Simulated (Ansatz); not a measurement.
# PIr, from a guessed structure to a relaxed one, part 2 of 2

This structure for PIr is made up. Its elements were placed in a known structure type with a cell scaled to their sizes. What cell does the guess relax to, and how far off was it?

Ansatz 0.2.0; DFT, PBE, plane-wave PAW, files of the set soft_1, scalar-relativistic, no spin, cell and ions relaxed at zero pressure; PAW set soft_1 (the session's first sound run).

So far: The structure; Relaxing cell and atoms. The relaxed cell has a = 4.927 Å (conventional setting).

## 3. Electronic structure of the relaxed cell

A second self-consistent run takes a narrower smearing and the mesh shown in its input; the bands follow along the standard path of the relaxed lattice.

This step: DFT, PBE, plane-wave PAW, files of the set soft_1, scalar-relativistic, no spin, bands and density of states at the relaxed cell; PAW set soft_1 (Ansatz 0.2.0).

Input file input.yaml:

```yaml
crystal:
  lattice:
    - [0.0, 2.4636663086, 2.4636663086]
    - [2.4636663086, 0.0, 2.4636663086]
    - [2.4636663086, 2.4636663086, 0.0]
  atoms:
    - { symbol: Ir, position: [0.0, 0.0, 0.0] }
    - { symbol: P, position: [0.5, 0.5, 0.5] }
kpoints:
  mp_grid: { grid: [12, 12, 12] }
  band_path:
    path:
      - [[0.0, 0.0, 0.0], [0.5, 0.0, 0.5], [0.5, 0.25, 0.75], [0.375, 0.375, 0.75], [0.0, 0.0, 0.0], [0.5, 0.5, 0.5], [0.625, 0.25, 0.625], [0.5, 0.25, 0.75], [0.5, 0.5, 0.5], [0.375, 0.375, 0.75]]
      - [[0.625, 0.25, 0.625], [0.5, 0.0, 0.5]]
    npoints: 8
scf:
  occupations: { method: fermi_dirac, width: 0.03 }
  n_extra_bands: 6
hamiltonian:
  xc: pbe
  pseudopotentials: { kind: paw, azcp: { folder: soft_1 } }
output:
  forces: true
  stress: true
  write_bands: true
  dos: { projected: true }
  write_density: true
  write_potential: true
  elf: true
  volumetric_format: npy
```

Command:

```console
ansatz run input.yaml --threads 4 --pin off --max-ram 8192MiB --backend cpu --events-out ev --progress --plain --runs-dir out
```

Numbers of over 12 decimals in the logs are rounded to 6 here.

The program printed:

```text
[...]
Crystal: 2 atoms, lattice volume = 29.907 Å³
Basis set: ecut = 420 eV, 561 PW (Γ), exchange–correlation on 48×48×48 points (8 copies of the dense FFT grid, shifted against one another)
Bands: 17, of which v1, the nominal top of the filled ones, is band 11 counted from 1 (10 counted from 0)
Symmetry: 48 space group operations
[...]
k-points: 72 of 1728
[...]
SCF iter   1: F=—  HF=-12692.393211 eV  |F-HF|=—  |Δ(HF+E_count)|=         —  Δρ=4.57e-2  dr2=3.84e-1  ethr=3.10e-3  ⟨swp⟩=6.0  Hψ=7011  notcnv=0
[...]
SCF iter   7: F=-12692.317530 eV  HF=-12692.317530 eV  |F-HF|=1.20e-8  |Δ(HF+E_count)|=   5.91e-8  Δρ=7.49e-6  dr2=1.97e-8  ethr=4.55e-10  ⟨swp⟩=13.4  Hψ=8304  notcnv=0
SCF 1 converged in 7 iterations: F = -12692.317530 eV  dr2 = 1.97e-8
[...]
NSCF: frozen V_eff on 82 k-points
SCF converged after 7 iterations
Free energy (F): -12692.317530 eV
[...]
Internal energy: -12692.313952 eV  (E = F + TS)
E sigma→0 (E₀):  -12692.315741 eV
Entropy (-TS):   -0.003578 eV (-1.789 meV/atom)
Fermi energy:    16.871584 eV
[...]
--- Stress (GPa, compression-positive) ---
        0.129161       0.000000      -0.000000
       -0.000000       0.129161       0.000000
        0.000000       0.000000       0.129161
  P = ⅓ Tr σ = 0.1292 GPa (1.292 kbar)
--- Band table (eV; the first three rows and the last of 72) ---
  k-point 0: bands = [... 7 lower, 13.7824, 13.9072, 13.9072, 17.1156, 17.1156, 17.1156, 23.0033, 26.9782, ... 2 higher]
  k-point 1: bands = [... 7 lower, 13.5714, 13.9033, 13.9033, 16.8376, 17.5680, 17.5680, 23.5268, 26.9001, ... 2 higher]
  k-point 2: bands = [... 7 lower, 12.9557, 14.1767, 14.1767, 16.3926, 18.5982, 18.5982, 24.4989, 26.3364, ... 2 higher]
  k-point 71: bands = [... 7 lower, 11.5945, 15.9279, 16.1621, 16.1621, 16.2051, 17.5536, 25.2294, 26.5648, ... 2 higher]
```

It took 0.96 s on 4 threads of Arm Neoverse V2, shared host; peak memory 0.3 GiB; 2.9 s of CPU time.

Numbers from this step:

```yaml
free_energy: -12692.3175 eV
energy_at_zero_smearing: -12692.3157 eV
smearing_term_ts: 0.003578 eV
pressure: 0.1292 GPa
```

From bands.tsv, the bands that come nearest the Fermi level along the path, at its corners, in eV from the Fermi level:

```tsv
point	band 8	band 9	band 10	band 11	band 12	band 13	band 14	band 15
Γ	-3.09	-2.96	-2.96	0.24	0.24	0.24	6.13	10.11
X	-2.14	-2.05	-2.05	-0.67	-0.67	-0.11	3.20	10.35
W	-5.28	-0.94	-0.71	-0.71	-0.67	0.68	8.36	9.69
K	-4.38	-2.30	-1.00	-0.11	0.16	1.46	5.49	9.35
Γ	-3.09	-2.96	-2.96	0.24	0.24	0.24	6.13	10.11
L	-5.38	-1.22	-1.22	-0.39	4.08	6.18	6.18	6.51
U	-4.38	-2.30	-1.00	-0.11	0.16	1.46	5.49	9.35
W	-5.28	-0.94	-0.71	-0.71	-0.67	0.68	8.36	9.69
L	-5.38	-1.22	-1.22	-0.39	4.08	6.18	6.18	6.51
K	-4.38	-2.30	-1.00	-0.11	0.16	1.46	5.49	9.35
U	-4.38	-2.30	-1.00	-0.11	0.16	1.46	5.49	9.35
X	-2.14	-2.05	-2.05	-0.67	-0.67	-0.11	3.20	10.35
```

Counts of states for the cell as run, both spins, by energy window (eV from the Fermi level):

```csv
from,to,total
-8,-7,0.35
-7,-6,1.06
-6,-5,1.95
-5,-4,2.12
-4,-3,0.52
-3,-2,1.23
-2,-1,2.54
-1,0,2.22
0,1,1.06
1,2,0.98
2,3,0.74
3,4,0.75
4,5,0.67
5,6,0.67
```

Below -8 eV lie 10.0 more states.

Electrostatic potential energy in the ac plane of the conventional cell at fractional y = 0.000, with atoms of Ir and P within 0.2 Å of it. With pseudopotentials it is smooth inside the atoms' cores, unlike the true potential.

Ten even steps from '0' (-57 eV) to '9' (18 eV), each cell a mean:
```
01588533379730
24799754689863
78999988899987
89999988999999
68999755689987
34898410269863
33687200058843
33797300158853
46898632479975
88999877899998
89999998999998
56899876899975
02698633489841
00588433368720
```
Columns run along a (4.9 Å; values clipped at the 3rd and 97th percentile), rows up along c (4.9 Å), edges of the conventional cell, whose origin can differ from the input's. Atoms in or near the plane, at fractional coordinates: Ir at (0.00, 0.00), Ir at (0.50, 0.50), P at (0.50, 0.00), P at (0.00, 0.50).

ELF in the ac plane of the conventional cell at fractional y = 0.000, with atoms of Ir and P within 0.2 Å of it. It is the smooth field of the valence electrons, not physical close to the nuclei.

Ten even steps from '_' (0.03) to '@' (0.75), each cell a mean:
```
**##++==@@%%::__++@@**==**##
****====##@@%%%%@@%%++--++**
====--::==##@@@@%%++--::--==
##**==::::========--::--++**
@@@@**==--==++====----++%%@@
==##@@**==**##**##====%%@@++
__==@@##==********====@@%%__
__++@@**==**##**##++==@@%%::
%%@@%%++--++******====##@@%%
@@%%++--::--======--::==##@@
====--::--++**##**==::::====
====----++%%@@@@@@**==--==++
**##====%%@@++==##@@**==**##
****====@@%%____==@@##==****
```
Columns run along a (4.9 Å), rows up along c (4.9 Å), edges of the conventional cell, whose origin can differ from the input's. Atoms in or near the plane, at fractional coordinates: Ir at (0.00, 0.00), Ir at (0.50, 0.50), P at (0.50, 0.00), P at (0.00, 0.50).

Valence density in the ac plane of the conventional cell at fractional y = 0.000, with atoms of Ir and P within 0.2 Å of it. It is the smooth field of the valence electrons, not physical close to the nuclei.

Ten even steps from '0' (0.1 e/Å³) to '9' (9.4 e/Å³), each cell a mean:
```
96100000000038
42000000000013
00000000000000
00000000000000
00000012100000
00000266410000
00000499620000
00000389610000
00000134200000
00000000000000
00000000000000
21000000000001
64100000000026
96200000000049
```
Columns run along a (4.9 Å), rows up along c (4.9 Å), edges of the conventional cell, whose origin can differ from the input's. Atoms in or near the plane, at fractional coordinates: Ir at (0.00, 0.00), Ir at (0.50, 0.50), P at (0.50, 0.00), P at (0.00, 0.50).

## 4. Outcome

```
space group, relaxed : Fm-3m
conventional cell    : a = 4.927, b = 4.927, c = 4.927 Å; α = 90.0°, β = 90.0°, γ = 90.0°
volume per atom      : 14.95 Å³ (guess 15.79)
```

PIr relaxes to Fm-3m with a = 4.927, b = 4.927 and c = 4.927 Å. The guessed volume was 6 % too large. The space group Fm-3m was held in the relaxation, so the end point is a stationary structure within it and may be a saddle against distortions or other arrangements. Bands cross the Fermi level, so it is a metal or semimetal at this level. On the 12×12×12 mesh with the narrower smearing (relaxed on 9×9×9) the forces vanish, as symmetry may demand, and the largest stress component is 0.129 GPa, against the relaxation's thresholds of 0.015 eV/Å and 0.05 GPa. The cutoff wasn't tested. Spin-orbit coupling is left out, which can matter for elements this heavy. No dispersion term is used, so weakly bound directions may come out too long. The runs have no spin, and magnetism wasn't tested. Nothing here tests whether the compound is stable against decomposition.

[Logs are printed without paths, hosts, clocks, repeated set-up lines and the standing remarks that a program may print on its own settings, such as how far it seeks lower states.]

[Hosts, paths, dates, database ids (printed as entryN), source tags and the programs' standing remarks are cut or masked in the printed files.]
